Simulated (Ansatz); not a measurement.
# SiO2: optical spectrum from first principles

What colour and refractive index does SiO2 have at this level of theory?

Method: DFT, LDA, plane-wave PAW, default files, scalar-relativistic, independent-particle optical response without local fields, in Ansatz 0.2.0.

## (1) Set-up

Symmetry: C2, No. 5, monoclinic system. Conventional cell: a = 8.515 Å, b = 4.917 Å, c = 5.407 Å, α = 90.00°, β = 90.00°, γ = 90.00°. Si has 4 O at 1.60 to 1.62 Å nearest. Nearest to Si lie 4 O at 1.61 Å. Nearest to O lie 2 Si at 1.61 to 1.62 Å. Nearest to O lie 2 Si at 1.60 to 1.61 Å. Nearest to O lie 2 Si at 1.61 Å. Farther neighbours and most contacts between anions are not listed.

As a file:

```cif
data_structure
_symmetry_space_group_name_H-M 'P 1'
_symmetry_Int_Tables_number 1
_cell_length_a 4.9163
_cell_length_b 4.9163
_cell_length_c 5.4070
_cell_angle_alpha 90.000
_cell_angle_beta 90.000
_cell_angle_gamma 60.010
_cell_volume 113.19
loop_
_atom_site_label
_atom_site_type_symbol
_atom_site_fract_x
_atom_site_fract_y
_atom_site_fract_z
_atom_site_occupancy
Si1 Si 0.00000 0.52990 0.83330 1
Si2 Si 0.52995 0.47005 0.50000 1
Si3 Si 0.47010 0.00000 0.16670 1
O4 O 0.73210 0.85400 0.95070 1
O5 O 0.41390 0.73290 0.28530 1
O6 O 0.14600 0.26790 0.04930 1
O7 O 0.58630 0.14640 0.38070 1
O8 O 0.85360 0.41370 0.61930 1
O9 O 0.26710 0.58610 0.71470 1
```

## (2) Ground state and bands

First the ground state: is it a metal or has it a gap?

This step: DFT, LDA, plane-wave PAW, default files, scalar-relativistic, ground state (Ansatz 0.2.0).

Contents of input.yaml:

```yaml
crystal:
  lattice:
    - [4.2573816869, -2.4585013378, 0.0]
    - [4.2573816869, 2.4585013378, 0.0]
    - [0.0, 0.0, 5.407]
  atoms:
    - { symbol: Si, position: [0.0, 0.5299, 0.8333] }
    - { symbol: Si, position: [0.52995, 0.47005, 0.5] }
    - { symbol: Si, position: [0.4701, 0.0, 0.1667] }
    - { symbol: O, position: [0.7321, 0.854, 0.9507] }
    - { symbol: O, position: [0.4139, 0.7329, 0.2853] }
    - { symbol: O, position: [0.146, 0.2679, 0.0493] }
    - { symbol: O, position: [0.5863, 0.1464, 0.3807] }
    - { symbol: O, position: [0.8536, 0.4137, 0.6193] }
    - { symbol: O, position: [0.2671, 0.5861, 0.7147] }
kpoints:
  mp_grid: { grid: [6, 6, 5] }
  band_path:
    path:
      - [[0.0, 0.0, 0.0], [0.3333673, -0.3333673, 0.0], [0.0, -0.5, 0.0], [0.0, -0.5, -0.5], [0.3333673, -0.3333673, -0.5], [0.0, 0.0, -0.5], [0.0, 0.0, 0.0], [-0.5, -0.5, 0.0], [-0.3333673, -0.6666327, 0.0], [-0.3333673, -0.6666327, -0.5], [-0.5, -0.5, -0.5], [-0.5, -0.5, 0.0]]
      - [[0.0, 0.0, -0.5], [-0.5, -0.5, -0.5]]
    npoints: 4
scf:
  occupations: { method: fermi_dirac, width: 0.05 }
  n_extra_bands: 13
hamiltonian:
  xc: lda
  pseudopotentials: { kind: paw }
output:
  forces: true
  stress: true
  populations: true
  write_bands: true
```

The run is started by

```console
$ ansatz run input.yaml --threads 4 --pin off --max-ram 8192MiB --backend cpu --events-out ev --progress --plain --runs-dir out
```

Numbers of over 12 decimals in the logs are rounded to 6 here.

Log:

```text
scf.n_extra_bands = 13 over 24 filled bands (N_el = 48.0): the run solves 37 bands
Engine: ansatz 0.2.0, x86_64-unknown-linux-gnu
Pseudopotentials: kind: paw
Pseudopotential: Si, paw, valence charge 4, recommended cutoff 420 eV (normal), Si.paw.azcp
Pseudopotential: O, paw, valence charge 6, recommended cutoff 420 eV (normal), O.paw.azcp
Functional definition: SPW92
  exchange = slater_x
  correlation = pw_c
Crystal: 9 atoms, lattice volume = 113.188 Å³
Basis set: ecut = 420 eV, 2209 PW (Γ)
Bands: 37, of which v1, the nominal top of the filled ones, is band 24 counted from 1 (23 counted from 0)
Symmetry: 2 space group operations
Space group: C2 (ITA 5), of the structure as read, at distance tolerance 4.8e-5 Å
k-points: 55 of 180 (time reversal used)
Non-local potential: Si, projectors of the file, l = 0: 2, l = 1: 2, l = 2: 2
Non-local potential: O, projectors of the file, l = 0: 2, l = 1: 2, l = 2: 1
PAW form: soft (Blöchl's): semilocal exchange-correlation on the pseudo side does not see the compensation charge
PAW frozen core: Si, regenerated for the run's functional, and the local potential with it (the file was generated under x = pbe(κ = 0.804, μ = 0.219515), c = pbe(β = 0.066725))
PAW frozen core: O, regenerated for the run's functional, and the local potential with it (the file was generated under x = pbe(κ = 0.804, μ = 0.219515), c = pbe(β = 0.066725))
PAW one-centre angular grid: Si, 110 points (default); XC on 64 Gauss nodes
PAW one-centre angular grid: O, 110 points (default); XC on 64 Gauss nodes
Initial density: superposition of atomic densities (neutral atoms: chi_scale 0, normalization atom), corrected by the library's trained network
Initial wavefunctions: pseudopotential atomic-orbital guess
Functional: x = slater, c = lda
SCF iter   1: F=—  HF=-5168.207395 eV  |F-HF|=—  |Δ(HF+E_count)|=         —  Δρ=1.40e-2  dr2=1.98e-1  ethr=1.77e-3  ⟨swp⟩=6.4  Hψ=10890  notcnv=0  defer=98
preconditioner: auto → Resta (q_TF=auto, 2.365 Å⁻¹)  ε∞=2.9  [insulator: Δε(μ)=5.582 eV  Ē_g=17.392 eV  σ=0.050 eV  W_gap=1.00  n_scr=22 (ndim 8)  ℏωp=24.2 eV  f_vac=0.113  D(μ)=0.00/eV (n_scr^D=0)  ε∞_Penn≈2.9]
SCF iter   2: F=—  HF=-5168.151682 eV  |F-HF|=—  |Δ(HF+E_count)|=   5.57e-2  Δρ=3.75e-3  dr2=5.63e-3  ethr=4.12e-4  ⟨swp⟩=2.8  Hψ=3968  notcnv=0  defer=358
SCF iter   3: F=—  HF=-5168.150139 eV  |F-HF|=—  |Δ(HF+E_count)|=   1.54e-3  Δρ=1.71e-3  dr2=2.02e-3  ethr=1.17e-5  ⟨swp⟩=2.2  Hψ=2673  notcnv=0  defer=358
SCF iter   4: F=—  HF=-5168.149584 eV  |F-HF|=—  |Δ(HF+E_count)|=   5.55e-4  Δρ=1.46e-4  dr2=2.93e-5  ethr=4.20e-6  ⟨swp⟩=2.0  Hψ=2667  notcnv=0  defer=358
SCF iter   5: F=—  HF=-5168.149600 eV  |F-HF|=—  |Δ(HF+E_count)|=   1.54e-5  Δρ=3.06e-5  dr2=7.51e-7  ethr=6.11e-8  ⟨swp⟩=2.7  Hψ=3044  notcnv=0  defer=358
SCF iter   6: F=—  HF=-5168.149600 eV  |F-HF|=—  |Δ(HF+E_count)|=   2.00e-7  Δρ=1.98e-5  dr2=3.13e-7  ethr=2.08e-10  ⟨swp⟩=12.3  Hψ=11747  notcnv=0
SCF iter   7: F=-5168.149600 eV  HF=-5168.149600 eV  |F-HF|=2.82e-10  |Δ(HF+E_count)|=   5.91e-8  Δρ=5.18e-6  dr2=2.01e-8  ethr=2.08e-10  ⟨swp⟩=3.1  Hψ=7731  notcnv=0
SCF 1 converged in 7 iterations: F = -5168.149600 eV  dr2 = 2.01e-8
  greatest PAW one-centre occupation: 0.857 electrons in one spin orbital (limit 2), on the O atom at site 8 (counted from 0), in its partial waves of l = 0
NSCF: frozen V_eff on 50 k-points
SCF converged after 7 iterations
Free energy (F): -5168.149600 eV
Harris-Foulkes:  -5168.149600 eV  (|F-HF|=2.82e-10)
Internal energy: -5168.149600 eV  (E = F + TS)
E sigma→0 (E₀):  -5168.149600 eV
Fermi energy:    5.150512 eV
--- Per-component energies (eV) ---
  E_band       = -219.696990
  E_kinetic    = 1201.934255
  E_local      = -2956.925499  (includes V_loc(G=0)·N_el)
  E_nonlocal   = 376.695715
  E_hartree    = 1051.151316
  E_xc         = -602.530275
  E_vxc        = -705.131160  (∫ρ·V_xc dr)
  E_paw        = -2349.206148  (= ΣΔE_a)
  E_vpaw       = -238.589135  (= ΣTr[D̂ρ^β])
  E_aug_tail   = 0.015948  (compensation charges beyond the density's cutoff)
  E_ewald      = -1890.119432
  E_core_change = 0.834521  (= ΣΔE_core)
  E_smearing   = -0.000000  (= −TS)
  E_closure    = 0.000000  (closes the sum)
  Σ components = -5168.149600   (vs F -5168.149600, Δ=0.00e0)
--- Forces (eV/Å), atoms counted from 1 ---
  atom   1  Si    -0.09379629    -0.07068299     0.13514287
  atom   2  Si     0.00000000     0.05710814    -0.00000000
  atom   3  Si     0.09379629    -0.07068299    -0.13514287
  atom   4  O     -0.00864019     0.16748821     0.15973017
  atom   5  O     -0.14472315    -0.08094092     0.10959271
  atom   6  O      0.00864019     0.16748821    -0.15973017
  atom   7  O      0.03142929    -0.04443347     0.03236808
  atom   8  O     -0.03142929    -0.04443347    -0.03236808
  atom   9  O      0.14472315    -0.08094092    -0.10959271
  max |Σ_I F_I| component: 3.02e-5 eV/Å
--- Stress (GPa, compression-positive) ---
       -0.192819       0.000000       0.221111
        0.000000      -0.608271       0.000000
        0.221111       0.000000      -0.918351
  P = ⅓ Tr σ = -0.5731 GPa (-5.731 kbar)
--- Band table (eV; the first three rows and the last of 55) ---
  k-point 0: bands = [... 20 lower, 1.1865, 1.4927, 1.8565, 1.8688, 7.9380, 11.1846, 11.2022, 11.6961, ... 9 higher]
  k-point 1: bands = [... 20 lower, 1.1455, 1.5953, 1.9159, 2.0659, 8.3331, 11.0783, 11.1670, 11.3107, ... 9 higher]
  k-point 2: bands = [... 20 lower, 0.9795, 1.8455, 2.0690, 2.0848, 9.3098, 10.4462, 10.9277, 11.3583, ... 9 higher]
  k-point 54: bands = [... 20 lower, 1.2086, 1.4891, 1.5641, 2.0237, 10.8561, 11.1966, 11.5328, 11.8012, ... 9 higher]
--- Löwdin populations: 9 sites ---
  site symbol       q [e]
     0     Si      2.2468
     1     Si      2.2464
     2     Si      2.2468
     3      O      6.7667
     4      O      6.7663
     5      O      6.7667
     6      O      6.7667
     7      O      6.7667
     8      O      6.7663
  spilling = 0.013761 (of n_electrons = 48.000000)
```

Run time: 16 s. Hardware: 4 threads of Intel Xeon at 2.50GHz (Skylake/Cascade Lake), shared host; peak memory 0.52 GiB.

Read-outs, printed or worked out from the files:

```
free energy                  : -5168.1496 eV
Fermi energy                 : 5.151 eV
gap by band count            : 5.742 eV
electrons                    : 48
symmetry operations          : 2
pressure                     : -0.5731 GPa
gap on the k-mesh            : 5.742 eV
volume                       : 113.2 Å³
gap on the path              : 5.742 eV
least direct gap on the path : 6.069 eV
```

There is a gap, 5.74 eV on the path, so no carriers' term is needed. The cell is left with a pressure of -0.6 GPa and forces up to 0.23 eV/Å, as it stands unrelaxed at this level.

The electronic bands at the labelled points (eV, zero at the Fermi level; v1 is the highest filled band, c1 the lowest empty one):

```csv
point,v4,v3,v2,v1,c1,c2,c3,c4
Γ,-3.96,-3.66,-3.29,-3.28,2.79,6.03,6.05,6.55
halfway,-3.88,-3.84,-3.21,-3.08,3.92,6.09,6.23,6.69
X,-4.19,-3.40,-3.39,-2.96,5.70,5.70,6.19,7.15
halfway,-4.06,-3.59,-3.27,-2.97,5.24,5.83,6.39,6.67
S,-4.00,-3.75,-3.23,-2.99,5.05,5.77,6.46,6.51
halfway,-3.93,-3.69,-3.40,-3.08,5.36,5.88,6.31,6.80
R,-3.86,-3.80,-3.56,-3.15,5.80,6.21,6.38,6.53
halfway,-3.83,-3.80,-3.59,-3.30,5.83,6.37,6.47,6.57
A,-3.90,-3.73,-3.57,-3.55,5.91,6.52,6.53,6.86
halfway,-4.04,-3.50,-3.35,-3.19,5.27,5.40,6.16,6.67
Z,-4.20,-3.17,-3.17,-3.04,4.74,4.74,5.73,6.52
halfway,-4.06,-3.50,-3.18,-3.06,3.39,5.94,5.95,6.00
Γ,-3.96,-3.66,-3.29,-3.28,2.79,6.03,6.05,6.55
halfway,-3.98,-3.80,-3.21,-3.12,3.67,6.06,6.15,6.65
Y,-4.00,-3.74,-3.23,-3.00,5.05,5.77,6.47,6.49
halfway,-4.06,-3.59,-3.27,-2.97,5.24,5.83,6.38,6.68
X1,-4.19,-3.40,-3.39,-2.96,5.70,5.70,6.19,7.15
halfway,-3.98,-3.52,-3.47,-3.16,5.78,5.96,6.38,6.98
A1,-3.90,-3.73,-3.57,-3.55,5.91,6.52,6.53,6.86
halfway,-3.83,-3.81,-3.59,-3.28,5.83,6.37,6.46,6.57
T,-3.86,-3.81,-3.56,-3.14,5.79,6.22,6.37,6.52
halfway,-3.93,-3.69,-3.41,-3.07,5.36,5.87,6.32,6.80
Y,-4.00,-3.74,-3.23,-3.00,5.05,5.77,6.47,6.49
jump to Z,-4.20,-3.17,-3.17,-3.04,4.74,4.74,5.73,6.52
halfway,-4.06,-3.42,-3.38,-3.10,5.14,5.26,6.08,6.49
T,-3.86,-3.81,-3.56,-3.14,5.79,6.22,6.37,6.52
```

## (3) Spectrum

The spectrum is a sum over vertical transitions between filled and empty bands at the fixed density, so many empty bands are needed.

This step: DFT, LDA, plane-wave PAW, default files, scalar-relativistic, independent-particle optical response without local fields (Ansatz 0.2.0).

input.yaml, the sections that differ from step 2:

```yaml
kpoints:
  mp_grid: { grid: [6, 6, 5] }
scf:
  occupations: { method: fixed }
output:
  optics:
    e_range: [0, 14]
    de: 0.05
    sigma: 0.1
    nscf_kmesh: { grid: [6, 6, 4] }
    bands: { spectra_wanted_up_to: 14 }
# crystal, hamiltonian: as in step 2
```

Log:

```text
[...]
Crystal: 9 atoms, lattice volume = 113.188 Å³
Basis set: ecut = 420 eV, 2209 PW (Γ)
Bands: 33, of which v1, the nominal top of the filled ones, is band 24 counted from 1 (23 counted from 0)
Symmetry: 2 space group operations
[...]
k-points: 55 of 180 (time reversal used)
[...]
SCF iter   1: F=—  HF=-5168.208151 eV  |F-HF|=—  |Δ(HF+E_count)|=         —  Δρ=1.40e-2  dr2=1.99e-1  ethr=1.77e-3  ⟨swp⟩=5.0  Hψ=8302  notcnv=0  defer=349
[...]
SCF iter  10: F=-5168.149600 eV  HF=-5168.149600 eV  |F-HF|=2.73e-12  |Δ(HF+E_count)|=  5.09e-11  Δρ=9.83e-8  dr2=9.85e-12  ethr=1.00e-12  ⟨swp⟩=11.6  Hψ=10062  notcnv=0
SCF 1 converged in 10 iterations: F = -5168.149600 eV  dr2 = 9.85e-12
[...]
NSCF: frozen V_eff on 47 k-points
[...]
output.optics: what the bands over the 57 summed would add to eps1, eps2 and the energy-loss function is held between a lower and an upper bound (7 Lanczos steps). eps1, eps2 and their loss function (loss_summed_bands) are given on every row as the summed bands alone make them. Along an axis, on a row where the two bounds hold the loss function to about 1 % of the greater of itself and 0.5 % of |1/eps|, its cell (loss_completed) is given, with the completed eps1 and eps2 that it is formed of (a cell that is left empty reads nan in the table and null in the record). The two bounds hold it so along every axis on all 281 rows up to 14.000 eV. [rest of the remark cut]
SCF converged after 10 iterations
Free energy (F): -5168.149600 eV
[...]
Internal energy: -5168.149600 eV  (E = F + TS)
E sigma→0 (E₀):  -5168.149600 eV
Fermi energy:    2.195950 eV
[...]
--- Band table (eV; the first three rows and the last of 55) ---
  k-point 0: bands = [... 20 lower, 1.1865, 1.4927, 1.8565, 1.8688, 7.9380, 11.1846, 11.2022, 11.6961, ... 5 higher]
  k-point 1: bands = [... 20 lower, 1.1455, 1.5953, 1.9159, 2.0659, 8.3331, 11.0783, 11.1670, 11.3107, ... 5 higher]
  k-point 2: bands = [... 20 lower, 0.9795, 1.8455, 2.0689, 2.0848, 9.3098, 10.4462, 10.9277, 11.3583, ... 5 higher]
  k-point 54: bands = [... 20 lower, 1.2086, 1.4891, 1.5641, 2.0236, 10.8560, 11.1966, 11.5328, 11.8011, ... 5 higher]
```

Wall time 89 s (4 threads); peak memory 1.5 GiB.

This step gave:

| Item | Value |
| --- | --- |
| electronic dielectric constant ε∞, mean over x, y and z (by symmetry where fewer were run) | 2.630 |
| absorption onset, first axis (α over 10⁴ cm⁻¹, or the direct gap if that lies higher) | 7.150 eV |
| main peak of Im epsilon, first axis | 10.05 eV |
| least direct gap on the mesh | 6.069 eV |
| bands summed | 57 |
| spectra valid up to | 22.11 eV |
| program's estimate of the k-sum error in Im epsilon | 0.11 % |
| electrons in the f-sum | 25.23 |

The Im ε has structure finer than the step of the table below, so its rows give means over 0.25 eV, whole bins alone (the curve runs from 0 to 14 eV). Peaks (eV: height): E ∥ x 10.050: 4.16, 12.000: 2.84; E ∥ y 10.050: 4.13, 12.000: 2.86; E ∥ z 9.600: 3.74, 10.650: 3.28, 11.550: 3.43, 12.650: 2.82.

Im ε against photon energy; means over each step:

```csv
photon energy (eV),E ∥ x,E ∥ y,E ∥ z
5.75,0,0,0
6.00,4.4e-4,6.0e-4,2.6e-5
6.25,0.00252,0.00300,5.7e-4
6.50,0.00487,0.00546,0.00235
6.75,0.0132,0.0150,0.00571
7.00,0.0325,0.0355,0.0149
7.25,0.156,0.153,0.160
7.50,0.427,0.425,0.450
7.75,0.600,0.599,0.633
8.00,0.741,0.742,0.783
8.25,0.875,0.877,0.932
8.50,1.03,1.03,1.11
8.75,1.27,1.29,1.48
9.00,1.93,1.95,2.88
9.25,2.49,2.50,3.36
9.50,2.80,2.80,3.63
9.75,3.58,3.56,3.58
10.00,4.06,4.04,2.74
10.25,3.66,3.69,2.52
10.50,3.36,3.42,2.98
10.75,2.98,3.02,2.86
11.00,2.56,2.57,2.44
11.25,2.52,2.50,2.29
11.50,2.40,2.36,3.14
11.75,2.73,2.74,2.72
12.00,2.78,2.80,2.46
12.25,2.59,2.61,2.36
12.50,2.48,2.50,2.59
12.75,2.28,2.27,2.69
13.00,2.23,2.22,2.13
13.25,2.46,2.47,1.88
13.50,2.25,2.25,1.83
13.75,2.11,2.10,2.08
```

(Part 1 of 2 ends here.)

[Logs are printed without paths, hosts, clocks, repeated set-up lines and the standing remarks that a program may print on its own settings, such as how far it seeks lower states.]

[Hosts, paths, dates, database ids (printed as entryN), source tags and the programs' standing remarks are cut or masked in the printed files.]
